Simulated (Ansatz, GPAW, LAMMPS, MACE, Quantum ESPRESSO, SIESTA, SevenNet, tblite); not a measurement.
**Forces in glassy 75SrO-25TiO2 (mol %) (63 atoms), program by program**

One geometry of glassy 75SrO-25TiO2 (mol %) (63 atoms) is solved by several programs and methods. How far do their forces lie from a plane-wave PBE run?

Results are calculated, not measured.

## 1. The cell

The cell holds 63 atoms (21 Sr, 7 Ti and 35 O), with edges of 10.00, 10.00 and 10.00 Å. Recipe: 63 atoms (21 Sr, 7 Ti, 35 O) placed at random at 4.92 g/cm³, melted at 4000 K for 10 ps at fixed volume with the Morse and Coulomb pair potential with partial charges (Pedone, Malavasi, Menziani, Cormack and Segre, J. Phys. Chem. B 110, 11780 (2006)). Quenched from 4000 K to 300 K at 25 K/ps and fixed volume, held 10 ps at zero pressure. The density is 4.55 g/cm³.

## 2. The reference input

Quantum ESPRESSO 7.5: Kohn-Sham DFT, PBE, SSSP efficiency 1.3.0 pseudopotentials, plane waves. Its input, pw.in:

```
&control
  calculation = 'scf'
  pseudo_dir = './pseudo'
  outdir = './tmp'
  disk_io = 'none'
  tprnfor = .true.
  tstress = .true.
/
&system
  ibrav = 0
  nat = 63
  ntyp = 3
  ecutwfc = 60
  ecutrho = 480
  nosym = .true.
  occupations = 'smearing'
  smearing = 'fd'
  degauss = 0.003675
/
&electrons
  conv_thr = 3.2e-07
  electron_maxstep = 100
  mixing_beta = 0.4
  mixing_mode = 'plain'
  diagonalization = 'david'
/
ATOMIC_SPECIES
Sr 87.620 Sr.upf
Ti 47.867 Ti.upf
O 15.999 O.upf
CELL_PARAMETERS angstrom
9.99563 0.00000 0.00000
0.00000 9.99563 0.00000
0.00000 0.00000 9.99563
ATOMIC_POSITIONS crystal
Sr 0.54216 0.98106 0.82372
Sr 0.31353 0.73900 0.29700
Sr 0.22133 0.88627 0.96345
Sr 0.09509 0.02145 0.62835
[... 57 atom lines left out ...]
O 0.15950 0.30393 0.13928
O 0.26411 0.43848 0.90588
K_POINTS gamma
```

```console
$ OMP_NUM_THREADS=1 mpirun -np 4 pw.x -in pw.in > output.txt
```

Run time: 3.6 min. Hardware: 4 MPI ranks of Arm Neoverse V1, shared host; peak memory 3.1 GiB.

It converged with an r.m.s. force component of 0.65 eV/Å and a pressure of -0.64 GPa.

Its highest filled and lowest empty levels lie 2.44 eV apart on its k-points.

## 3. What was run beside it

- GPAW 26.7.0: PAW with atomic orbitals (LCAO), plane waves or a real-space grid of spacing h.
- MACE: machine-learned potential, published weights.
- Quantum ESPRESSO 7.5: plane waves; labels (QE) give functional, pseudopotential set and cutoffs of waves/density.
- SIESTA 5.4.2: numerical atomic orbitals, whose automatically made sets are far from complete, with PseudoDojo norm-conserving potentials that we converted to its format (checked against plane waves on the same files for H, C, O, Si, Ge and Ca alone); labels give functional, basis size, energy shift and mesh cutoff.
- SevenNet: machine-learned potential, published weights.
- tblite 0.8.0: extended tight binding, driven from Python.

All use the same cell and atoms, and the electronic-structure runs the same k-mesh.

## 4. All runs compared

Differences are against the reference: forces as r.m.s. over components, share as that over the reference's r.m.s. force, slope as the fitted ratio of a run's forces to the reference's.

```tsv
run	Δ force, r.m.s. (meV/Å)	share (%)	slope	Δ pressure (GPa)	Δ gap (eV)	cores	CPU time	memory (GiB)
reference	-	-	-	-	-	4	14 min	3.1
GPAW PBE, grid h 0.2 Å	56.3	8.69	1.029	-	0.0138	2	8.2 min	1.8
MACE MP-0b3 medium potential	78.8	12.2	0.975	1.33	-	1	8.7 s	0.86
MACE MPA-0 medium potential	69.8	10.8	1.010	0.931	-	1	8.6 s	0.85
QE PBE+D3(BJ), sssp-1.3.0-efficiency, 60/480 Ry	5.59	0.864	0.999	-2.33	0	4	14 min	3.1
SIESTA PBE, DZP, shift 0.005 Ry, mesh 500 Ry	280	43.2	1.236	3.79	-0.519	2	8.1 min	2.3
SIESTA PBE, DZP, shift 0.01 Ry, mesh 150 Ry (coarse)	291	45.0	1.241	3.58	-0.600	1	68 s	0.48
SIESTA PBE, DZP, shift 0.01 Ry, mesh 500 Ry	291	45.0	1.242	3.59	-0.600	2	5.6 min	1.9
SIESTA PBE, SZ, shift 0.01 Ry, mesh 500 Ry (coarse)	570	88.0	1.108	1.80	-	1	2.7 min	0.85
SIESTA PBE, SZ, shift 0.02 Ry, mesh 500 Ry (coarse)	676	104	0.918	-4.68	-	1	2.5 min	0.75
SevenNet l3i5 potential	69.1	10.7	1.017	0.559	-	1	11 s	1.1
tblite GFN1-xTB	1383	214	1.885	-42.5	-	1	8.4 s	0.11
```

Rows marked coarse were listed beforehand as settings not expected to be converged; some can still land near the reference.

Times of the machine-learned potentials are mostly Python's start and the loading of weights.

Runs without a result: GPAW PBE, LCAO dzp, h 0.18 Å (cut off at its time limit); GPAW PBE, LCAO sz(dzp), h 0.18 Å (cut off at its time limit); GPAW revPBE, LCAO dzp, h 0.18 Å (cut off at its time limit); GPAW PBE, LCAO dzp, h 0.16 Å (cut off at its time limit).

CPU time is summed over cores on shared hosts, so it is rough.

## 5. What came out

Forces lie from 0.86 % (QE PBE+D3(BJ), sssp-1.3.0-efficiency, 60/480 Ry) to 214 % (tblite GFN1-xTB) of the reference's r.m.s. force of 0.65 eV/Å away from it. Other PBE runs on plane waves or a grid: GPAW PBE, grid h 0.2 Å 8.7 % of the r.m.s. force; potentials, cutoffs or grids differ between them, and this table alone doesn't tell which side is nearer the exact PBE result. The PBE runs in local orbitals, coarse settings apart, differ by 43 % (SIESTA PBE, DZP, shift 0.005 Ry, mesh 500 Ry) to 45 % (SIESTA PBE, DZP, shift 0.01 Ry, mesh 500 Ry); basis, grid and potentials can all enter, and differences of this size make the forces unusable. Tight binding differs by 214 % (tblite GFN1-xTB); it is another model, with fitted parameters of its own, and the xTB methods hold dispersion.

Machine-learned potentials differ by 11 % (SevenNet l3i5 potential) to 12 % (MACE MP-0b3 medium potential); they were trained on other programs' data. In the reference's own program, potentials and cutoffs, a change of model alone moves forces by 0.86 % (QE PBE+D3(BJ), sssp-1.3.0-efficiency, 60/480 Ry). Runs with settings chosen to be coarse differ by 45 % (SIESTA PBE, DZP, shift 0.01 Ry, mesh 150 Ry) to 104 % (SIESTA PBE, SZ, shift 0.02 Ry, mesh 500 Ry), their programs' other errors included. From SIESTA PBE, DZP, shift 0.01 Ry, mesh 150 Ry to the finer SIESTA PBE, DZP, shift 0.01 Ry, mesh 500 Ry the share goes from 45.0 to 45.0 %, so the grid isn't what parts these runs from the reference. Pressures at PBE, coarse settings apart, lie +3.59 to +3.79 GPa from the reference's. Gaps at PBE, coarse settings apart, lie -0.60 to +0.01 eV from the reference's. A pressure off by over 25 GPa (tblite GFN1-xTB) is no usable stress for this cell.

**Limits.** Periodic xTB results under one method name differ between programs and library versions. The reference's pressure holds the uncorrected Pulay stress of its 60 Ry basis, so small pressure differences may be the reference's own error. Machine-learned potentials mimic data converged in k, so the reference's own k-point error enters their differences. The quench rate of 25 K/ps is many orders above laboratory rates, so the cell is likely richer in defects and strain than a real sample. The network of bonds at the start is that of the classical potential that made the cell, and needn't be the one that DFT or experiment would give. The reference's stress is far from hydrostatic: its diagonal is -2.0, 1.3, -1.2 GPa, compression counted positive. The electronic-structure runs sample only Γ, in a cell whose shortest periodic width is 10 Å. The reference has no spin polarisation, so local moments can't form. Where levels are smeared, the DFT runs use Fermi–Dirac occupations at 580 K (0.05 eV), and energies are free energies. The reference's cutoffs and mesh weren't converged further here.

[Logs are printed without paths, hosts, clocks, repeated set-up lines and the standing remarks that a program may print on its own settings, such as how far it seeks lower states.]

[Hosts, paths, dates, database ids (printed as entryN), source tags and the programs' standing remarks are cut or masked in the printed files.]

[Cells were taken only where this reference lay near another plane-wave run.]
